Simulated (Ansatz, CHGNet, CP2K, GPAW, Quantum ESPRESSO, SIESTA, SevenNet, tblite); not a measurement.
## Generalised stacking fault on (111) (glide set) of a Ge-Sn solid solution (48 atoms): one structure in several programs

How near do other programs and methods come to a plane-wave reference for generalised stacking fault on (111) (glide set) of a Ge-Sn solid solution (48 atoms)? A plane-wave run serves as the reference.

Calculated with Quantum ESPRESSO 7.5; Kohn-Sham DFT, PBE, SSSP efficiency 1.3.0 pseudopotentials, plane waves.

**1. Set-up**

The cell holds 48 atoms: 34 Ge and 14 Sn. Cell: a = 8.334 Å, b = 7.218 Å, c = 20.806 Å, α = 90.0°, β = 80.4°, γ = 90.0°. Diamond-structure Ge lattice (a = 5.8932 Å, the value set for the mixture), cell with z along [111], 2 x 1 x 2 periods; the third cell vector is tilted by 0.833 of 1/2[1-10] and lengthened by 0.1 Å, so the cell holds one fault (glide set); displaced by a Gaussian of 0.01 Å; 14 of 48 Ge sites given to Sn at random (lattice constant by Vegard's rule between Ge and Sn). Then every atom was moved at random, 0.05 Å r.m.s. a Cartesian component. The structure's axis is c.

**2. Plane-wave reference**

Input file pw.in:

```
&control
  calculation = 'scf'
  pseudo_dir = './pseudo'
  outdir = './tmp'
  disk_io = 'none'
  tprnfor = .true.
  tstress = .true.
/
&system
  ibrav = 0
  nat = 48
  ntyp = 2
  ecutwfc = 45
  ecutrho = 360
  nosym = .true.
  occupations = 'smearing'
  smearing = 'fd'
  degauss = 0.003675
/
&electrons
  conv_thr = 2.4e-07
  electron_maxstep = 100
  mixing_beta = 0.2
  mixing_mode = 'local-TF'
  diagonalization = 'david'
/
ATOMIC_SPECIES
Ge 72.630 Ge.upf
Sn 118.710 Sn.upf
CELL_PARAMETERS angstrom
8.33424 0.00000 0.00000
0.00000 7.21767 0.00000
3.47263 0.00000 20.51464
ATOMIC_POSITIONS crystal
Ge 0.73381 0.49928 0.02405
Sn 0.68855 0.50612 0.14522
Sn 0.68236 0.83271 0.19011
Ge 0.63211 0.82591 0.30803
Sn 0.22693 0.50378 0.02107
Ge 0.20124 0.50117 0.14562
Ge 0.16846 0.82764 0.18220
Ge 0.12496 0.85198 0.31259
Ge 0.49122 0.00574 0.01817
Ge 0.42704 0.98962 0.14903
Sn 0.42291 0.32992 0.18758
Ge 0.38120 0.32472 0.30938
[... 32 atom lines left out ...]
Sn 0.64390 0.66462 0.84492
Ge 0.58911 0.66740 0.97509
Ge 0.88735 0.17826 0.85377
Ge 0.84341 0.17054 0.97057
K_POINTS gamma
```

Run with:

```
$ OMP_NUM_THREADS=1 mpirun -np 4 pw.x -in pw.in > output.txt
```

What it wrote:

```text
Program PWSCF
     gamma-point specific algorithms are used
     one sub-group per band group will be used
     scalapack distributed-memory algorithm (size of sub-group:  2*  2 procs)
     Parallelization info
     sticks:   dense  smooth     PW     G-vecs:    dense   smooth      PW
     Min        1537     771    192               240177    84905   10618
     Max        1540     774    194               240196    84912   10624
     Sum        6153    3089    773               960731   339633   42485
     bravais-lattice index     =            0
     lattice parameter (alat)  =      15.7494  a.u.
     unit-cell volume          =    8327.6704 (a.u.)^3
     number of atoms/cell      =           48
     number of atomic types    =            2
     number of electrons       =       672.00
[... lines left out ...]
     scf convergence threshold =      2.4E-07
[... lines left out ...]
     number of k points=     1  Fermi-Dirac smearing, width (Ry)=  0.0037
[... lines left out ...]
     total energy              =   -9560.77513656 Ry
[... lines left out ...]
     total energy              =   -9527.20350293 Ry
[... lines left out ...]
     total energy              =   -9547.12784648 Ry
[... lines left out ...]
     total energy              =   -9547.29876964 Ry
[... lines left out ...]
     total energy              =   -9547.29876978 Ry
[... lines left out ...]
          k = 0.0000 0.0000 0.0000 ( 21243 PWs)   bands (ev):
   -16.9190 -16.9002 -16.8394 -16.8089 -16.6879 -16.6696 -16.6460 -16.6223
   -16.6094 -16.5850 -16.5805 -16.5722 -16.5471 -16.5403 -16.5289 -16.5034
   -16.4969 -16.4902 -16.4768 -16.4738 -16.4550 -16.4541 -16.4467 -16.4431
[...]
12.2507  12.2724  12.3211  12.3709  12.4408  12.4911  12.5675  12.6060
    12.6188  12.8742  12.9200  13.0216  13.0752  13.1062  13.1140  13.1640
    13.2613  13.3302  13.4241
     the Fermi energy is     8.4235 ev
!    total energy              =   -9547.29877000 Ry
     estimated scf accuracy    <       0.00000005 Ry
     smearing contrib. (-TS)   =      -0.01757081 Ry
     internal energy E=F+TS    =   -9547.28119919 Ry
     The total energy is F=E-TS. E is the sum of the following terms:
     one-electron contribution =   -5897.58354093 Ry
     hartree contribution      =    3516.90061104 Ry
     xc contribution           =   -2649.69520299 Ry
     ewald contribution        =   -4516.90306630 Ry
     convergence has been achieved in  16 iterations
     Forces acting on atoms (cartesian axes, Ry/au):
     atom    1 type  1   force =     0.16451799   -0.12866918    0.02925917
     atom    2 type  2   force =     0.05277233   -0.04509632   -0.03428726
     atom    3 type  2   force =    -0.12192869    0.03126763    0.01258772
[...]
atom   47 type  1   force =     0.01843676   -0.01132633   -0.03380081
     atom   48 type  1   force =    -0.15262846    0.09944405   -0.04510569
     Total force =     1.062783     Total SCF correction =     0.001062
     Computing stress (Cartesian axis) and pressure
          total   stress  (Ry/bohr**3)                   (kbar)     P=      100.47
   0.00122727  -0.00026992   0.00019009          180.54      -39.71       27.96
  -0.00026992   0.00031162  -0.00022840          -39.71       45.84      -33.60
   0.00019009  -0.00022840   0.00050999           27.96      -33.60       75.02
     Message from routine punch:
     Nothing written, as per user request (disk_io='none')
```

Elapsed: 3.1 min, on 4 MPI ranks of Arm Neoverse V1, shared host; peak memory 3 GiB.

Banners, paths, timers and routine set-up lines are dropped from the logs unmarked, and long logs keep their key lines alone; longer cuts are marked.

Numbers from this run:

| Quantity | Value |
| --- | --- |
| r.m.s. force component | 2.277 eV/Å |
| longest force | 12.82 eV/Å |
| pressure | 10.05 GPa |

**3. Local order**

Pair distribution functions g(r), in bins of 0.1 Å:

```
r (Å)  total  Ge-Ge  Ge-Sn  Sn-Sn
 1.95   0.00   0.00   0.00   0.00
 2.05   0.59   0.40   0.96   0.00
 2.15   0.19   0.38   0.00   0.00
 2.25   0.00   0.00   0.00   0.00
 2.35   0.45   0.60   0.37   0.00
 2.45   2.52   2.24   3.05   1.64
 2.55   5.00   4.18   5.44   7.68
 2.65   3.18   4.14   2.37   1.45
 2.75   0.34   0.23   0.28   1.30
 2.85   0.00   0.00   0.00   0.00
 2.95   0.00   0.00   0.00   0.00
 3.05   0.00   0.00   0.00   0.00
 3.15   0.17   0.17   0.21   0.00
 3.25   0.16   0.16   0.20   0.00
 3.35   0.00   0.00   0.00   0.00
 3.45   0.00   0.00   0.00   0.00
 3.55   0.00   0.00   0.00   0.00
 3.65   0.00   0.00   0.00   0.00
 3.75   0.00   0.00   0.00   0.00
 3.85   0.00   0.00   0.00   0.00
 3.95   0.38   0.32   0.53   0.00
 4.05   2.27   2.06   2.62   1.81
 4.15   7.08   7.10   7.42   5.26
 4.25   3.46   3.22   4.02   2.22
 4.35   0.72   0.72   0.88   0.00
 4.45   0.04   0.00   0.00   0.51
 4.55   0.17   0.17   0.10   0.48
 4.65   0.20   0.16   0.28   0.00
 4.75   1.28   1.13   1.18   2.66
 4.85   4.23   4.05   4.81   2.55
 4.95   3.46   3.34   3.55   3.70
 5.05   0.67   0.87   0.57   0.00
 5.15   0.03   0.00   0.08   0.00
 5.25   0.15   0.19   0.15   0.00
 5.35   0.09   0.06   0.14   0.00
 5.45   0.17   0.23   0.14   0.00
 5.55   0.08   0.00   0.14   0.32
 5.65   0.11   0.05   0.19   0.00
 5.75   0.36   0.31   0.31   0.91
 5.85   1.49   1.69   1.27   1.46
 5.95   1.04   0.96   1.28   0.28
 6.05   0.51   0.70   0.23   0.82
 6.15   0.11   0.09   0.16   0.00
 6.25   0.37   0.48   0.26   0.26
```

Bonds by pair of elements; cutoffs follow the first minimum of g(r), held within bounds set by covalent radii, and pairs that aren't listed don't count as bonded (cutoffs were set anew for this text, so counts can differ from the run's own analysis):

```csv
pair A-B,cutoff (Å),bonds,mean length (Å),spread (Å),shortest (Å),B about A,A about B
Ge-Ge,2.98,46,2.55,0.12,2.09,2.71,2.71
Ge-Sn,3.03,38,2.52,0.129,2.06,1.12,2.71
Sn-Sn,2.84,8,2.59,0.075,2.50,1.14,1.14
```

How many atoms have how many bonded neighbours:

```
element  mean  3   4
     Ge  3.82  6  28
     Sn  3.86  2  12
```

Rings of the network by King's shortest-path rule, up to 12 atoms, one path for each pair of neighbours; H, halogens, alkali and alkaline-earth atoms are left out, and the last column divides by all other atoms, bonded or not:

```
ring size (atoms)  rings  per network atom
                6     74              1.54
                8      5             0.104
```

**4. What was run beside it**

The programs:
- CHGNet: machine-learned potential, published weights.
- CP2K 2026.2: Gaussian basis with GTH pseudopotentials and a plane-wave density; labels give functional, basis (MOLOPT sets; SR short-range, UZH the newer set with its own potentials), grid cutoff/relative cutoff and solver (OT: orbital transformation; TRS4, TC2, SIGN: linear-scaling purification with its sparsity filter), or its built-in tight binding.
- GPAW 26.7.0: PAW with atomic orbitals (LCAO), plane waves or a real-space grid of spacing h.
- SIESTA 5.4.2: numerical atomic orbitals, whose automatically made sets are far from complete, with PseudoDojo norm-conserving potentials that we converted to its format (checked against plane waves on the same files for H, C, O, Si, Ge and Ca alone); labels give functional, basis size, energy shift and mesh cutoff.
- SevenNet: machine-learned potential, published weights.
- tblite 0.8.0: extended tight binding, driven from Python.

All use the same cell and atoms; the electronic-structure runs use the same k-mesh, and an electronic temperature of 580 K (0.05 eV) where levels are smeared.

Differences are against the plane-wave reference, forces as r.m.s. over components; share is that over the reference's r.m.s. force, slope the least-squares factor from reference forces to these. Total energies of different programs have different zeros and aren't compared.

| run | Δ force, r.m.s. (meV/Å) | share (%) | slope | Δ pressure (GPa) | cores | CPU time | memory (GiB) |
| --- | --- | --- | --- | --- | --- | --- | --- |
| reference | - | - | - | - | 4 | 12 min | 3 |
| CHGNet 0.3.0 potential | 867 | 38.1 | 1.233 | -1.12 | 1 | 4.8 s | 0.52 |
| CHGNet r2SCAN potential | 627 | 27.5 | 0.971 | -4.15 | 1 | 4.7 s | 0.52 |
| CP2K PBE+D3, DZVP-MOLOPT-SR, 350/50 Ry, diagonalisation | 205 | 9.02 | 0.915 | -0.261 | 2 | 3.2 min | 1.5 |
| CP2K PBE, DZVP-MOLOPT-SR, 350/30 Ry, diagonalisation (coarse) | 195 | 8.55 | 0.922 | 0.363 | 2 | 2.7 min | 1.5 |
| CP2K PBE, DZVP-MOLOPT-SR, 350/50 Ry, diagonalisation | 195 | 8.55 | 0.922 | 0.363 | 2 | 3.2 min | 1.5 |
| CP2K PBE, TZV2P-MOLOPT (SR for Ge, Sn), 350/50 Ry, diagonalisation | 199 | 8.74 | 0.920 | 0.0699 | 4 | 4.2 min | 3.4 |
| CP2K RPBE, PBE potentials, DZVP-MOLOPT-SR, 350/50 Ry, diagonalisation | 199 | 8.73 | 0.921 | 0.683 | 2 | 3.3 min | 1.5 |
| GPAW PBE, LCAO dzp, h 0.2 Å | 142 | 6.24 | 1.056 | - | 1 | 3.3 min | 1.2 |
| GPAW PBE, LCAO dzp, h 0.2 Å, other mixer settings | 141 | 6.20 | 1.056 | - | 1 | 3.6 min | 1.1 |
| GPAW PBE, plane waves 450 eV | 44.7 | 1.96 | 1.002 | -0.472 | 2 | 7.6 min | 1.2 |
| GPAW RPBE, LCAO dzp, h 0.2 Å | 187 | 8.22 | 1.076 | - | 1 | 3.4 min | 1.2 |
| SIESTA PBE, TZP, shift 0.01 Ry, mesh 300 Ry | 187 | 8.20 | 1.072 | 0.628 | 2 | 7.2 min | 1.5 |
| SevenNet l3i5 potential | 317 | 13.9 | 0.996 | -1.63 | 1 | 11 s | 0.89 |
| tblite GFN1-xTB | 2090 | 91.8 | 1.788 | 4.73 | 1 | 4.6 s | 0.12 |

Rows marked coarse were listed beforehand as settings not expected to be converged; some can still land near the reference.

Times of the machine-learned potentials are mostly Python's start and the loading of weights.

CPU time is summed over cores on a shared host, where runs went side by side, so it is rough. Symmetry, cutoffs, thresholds, outputs and thread counts weren't matched or tuned between programs; memory under MPI is the largest rank's times the ranks.

Runs without a result: CP2K GFN1-xTB, diagonalisation (not converged, the SCF not settling).

Mean charges by element (e), by run and scheme:

| run | scheme | Ge | Sn |
| --- | --- | --- | --- |
| CP2K PBE+D3, DZVP-MOLOPT-SR, 350/50 Ry, diagonalisation | Mulliken | -0.03 | +0.08 |
| CP2K PBE+D3, DZVP-MOLOPT-SR, 350/50 Ry, diagonalisation | Hirshfeld | -0.03 | +0.06 |
| CP2K PBE, DZVP-MOLOPT-SR, 350/50 Ry, diagonalisation | Mulliken | -0.03 | +0.08 |
| CP2K PBE, DZVP-MOLOPT-SR, 350/50 Ry, diagonalisation | Hirshfeld | -0.03 | +0.06 |
| CP2K PBE, TZV2P-MOLOPT (SR for Ge, Sn), 350/50 Ry, diagonalisation | Mulliken | -0.24 | +0.57 |
| CP2K PBE, TZV2P-MOLOPT (SR for Ge, Sn), 350/50 Ry, diagonalisation | Hirshfeld | -0.03 | +0.07 |
| CP2K RPBE, PBE potentials, DZVP-MOLOPT-SR, 350/50 Ry, diagonalisation | Mulliken | -0.03 | +0.08 |
| CP2K RPBE, PBE potentials, DZVP-MOLOPT-SR, 350/50 Ry, diagonalisation | Hirshfeld | -0.03 | +0.06 |
| SIESTA PBE, TZP, shift 0.01 Ry, mesh 300 Ry | Hirshfeld | -0.03 | +0.06 |
| tblite GFN1-xTB | Mulliken | +0.01 | -0.02 |

Within one program, basis, potentials and functional, energies share a zero. Each run against its twin at the usual cutoff or grid and solver:

| run | twin | Δ energy (meV/atom) | Δ force, r.m.s. (meV/Å) | CPU time over the twin's |
| --- | --- | --- | --- | --- |
| CP2K PBE, DZVP-MOLOPT-SR, 350/30 Ry, diagonalisation | DZVP-MOLOPT-SR, 350/50 Ry, diagonalisation | -0.025 | 0.156 | 0.87 |
| GPAW PBE, LCAO dzp, h 0.2 Å, other mixer settings | LCAO dzp, h 0.2 Å | 0 | 4.13 | 1.1 |

A second geometry, displaced anew (every atom was moved at random, 0.08 Å r.m.s. a Cartesian component), gives an energy difference that all programs can be tested on. The reference puts it at 61.49 meV/atom.

```
                                                                  run  energy less the first geometry's (meV/atom)  error (meV/atom)  force share at the second geometry (%)
                                          GPAW PBE, LCAO dzp, h 0.2 Å                                        66.93              5.44                                    6.89
                                              CHGNet r2SCAN potential                                        33.59             -27.9                                    29.6
                 CP2K PBE, DZVP-MOLOPT-SR, 350/50 Ry, diagonalisation                                        61.93             0.447                                    6.53
                                               CHGNet 0.3.0 potential                                        39.95             -21.5                                    22.0
                                                      tblite GFN1-xTB                                        41.44             -20.0                                    66.2
                                              SevenNet l3i5 potential                                        69.45              7.97                                    15.9
                                         GPAW PBE, plane waves 450 eV                                        63.17              1.68                                    2.80
   CP2K PBE, TZV2P-MOLOPT (SR for Ge, Sn), 350/50 Ry, diagonalisation                                        61.73             0.242                                    6.67
              CP2K PBE+D3, DZVP-MOLOPT-SR, 350/50 Ry, diagonalisation                                        61.05            -0.440                                    7.08
CP2K RPBE, PBE potentials, DZVP-MOLOPT-SR, 350/50 Ry, diagonalisation                                        62.10             0.613                                    6.79
                          SIESTA PBE, TZP, shift 0.01 Ry, mesh 300 Ry                                        65.82              4.33                                    8.57
                    GPAW PBE, LCAO dzp, h 0.2 Å, other mixer settings                                        66.93              5.44                                    6.88
                 CP2K PBE, DZVP-MOLOPT-SR, 350/30 Ry, diagonalisation                                        61.93             0.442                                    6.53
                                         GPAW RPBE, LCAO dzp, h 0.2 Å                                        68.75              7.27                                    9.01
```

**5. Summary of results**

```json
{
  "reference r.m.s. force component": "2.28 eV/Å",
  "nearest in forces": "GPAW PBE, plane waves 450 eV, 2.0 %",
  "farthest in forces": "tblite GFN1-xTB, 92 %",
  "cheapest electronic-structure run beside the reference": "tblite GFN1-xTB, 4.6 s of CPU time"
}
```

PBE on plane waves or a grid with other potentials, cutoffs or grids, coarse settings apart, differs from the reference by 2.0 % (GPAW PBE, plane waves 450 eV) of the r.m.s. force; this holds the reference's own error, so differences of a few per cent don't tell which side is nearer the exact PBE result. The PBE runs in local orbitals, coarse settings apart, differ by 6.2 % (GPAW PBE, LCAO dzp, h 0.2 Å, other mixer settings) to 8.7 % (CP2K PBE, TZV2P-MOLOPT (SR for Ge, Sn), 350/50 Ry, diagonalisation); basis, grid and potentials can all enter. Tight binding differs by 92 % (tblite GFN1-xTB); it is another model, with fitted parameters of its own, and the xTB methods hold dispersion. Machine-learned potentials differ by 14 % (SevenNet l3i5 potential) to 38 % (CHGNet 0.3.0 potential); they were trained on other programs' data, some at another functional. Rows with another functional or a dispersion term differ by 8.2 % (GPAW RPBE, LCAO dzp, h 0.2 Å) to 9.0 % (CP2K PBE+D3, DZVP-MOLOPT-SR, 350/50 Ry, diagonalisation), which mixes the change of model with differences of basis and potentials, some of them made for another functional. Runs with settings chosen to be coarse differ by 8.5 % (CP2K PBE, DZVP-MOLOPT-SR, 350/30 Ry, diagonalisation), their programs' other errors included. Of the electronic-structure runs that take under half the reference's CPU time, GPAW PBE, LCAO dzp, h 0.2 Å, other mixer settings is among the nearest, at 6.2 % in 3.6 min against 12 min. Charges hang on model, scheme and program or settings: among these rows the mean for Sn runs from -0.02 to +0.57 e. The energy difference between the two geometries, 61.5 meV/atom in the reference, is met best by CP2K PBE, TZV2P-MOLOPT (SR for Ge, Sn), 350/50 Ry, diagonalisation (+0.242) and worst by CHGNet r2SCAN potential (-27.9). In the reference: levels near the Fermi energy are neither full nor empty under the smearing, so no gap is quoted. In the reference: for some of the pairs, g(r) has its first main peak near 2.57 Å (Ge-Ge), 2.54 Å (Ge-Sn) and 2.55 Å (Sn-Sn). Periodic xTB results under one method name differ between programs and library versions. The potentials hold different valence shells: 672 electrons in the reference, 332 in GPAW and 192 in CP2K with TZV2P-MOLOPT; this bears on time and differences. GPAW's setups keep the filled d shell of Ge in the core. The reference's pressure holds the uncorrected Pulay stress of its 45 Ry basis, so small pressure differences, and their order, may be the reference's own error. Machine-learned potentials mimic data converged in k, so the reference's own k-point error enters their differences. The reference's stress is far from hydrostatic: its diagonal is 18.1, 4.6, 7.5 GPa, compression counted positive. The host structure and its lattice constant were typed by rule, without a check against the phase diagram. The reference's pressure of 10 GPa belongs to a cell and atoms that aren't relaxed at this level. The electronic-structure runs sample only Γ, in a cell whose shortest periodic width is 7 Å, which is coarse for a cell with partly filled levels.

[Also dropped from logs without a mark: logging warnings of Python, and SIESTA's first energy breakdown and zero terms.]

[Logs are printed without paths, hosts, clocks, repeated set-up lines and the standing remarks that a program may print on its own settings, such as how far it seeks lower states.]

[Hosts, paths, dates, database ids (printed as entryN), source tags and the programs' standing remarks are cut or masked in the printed files.]
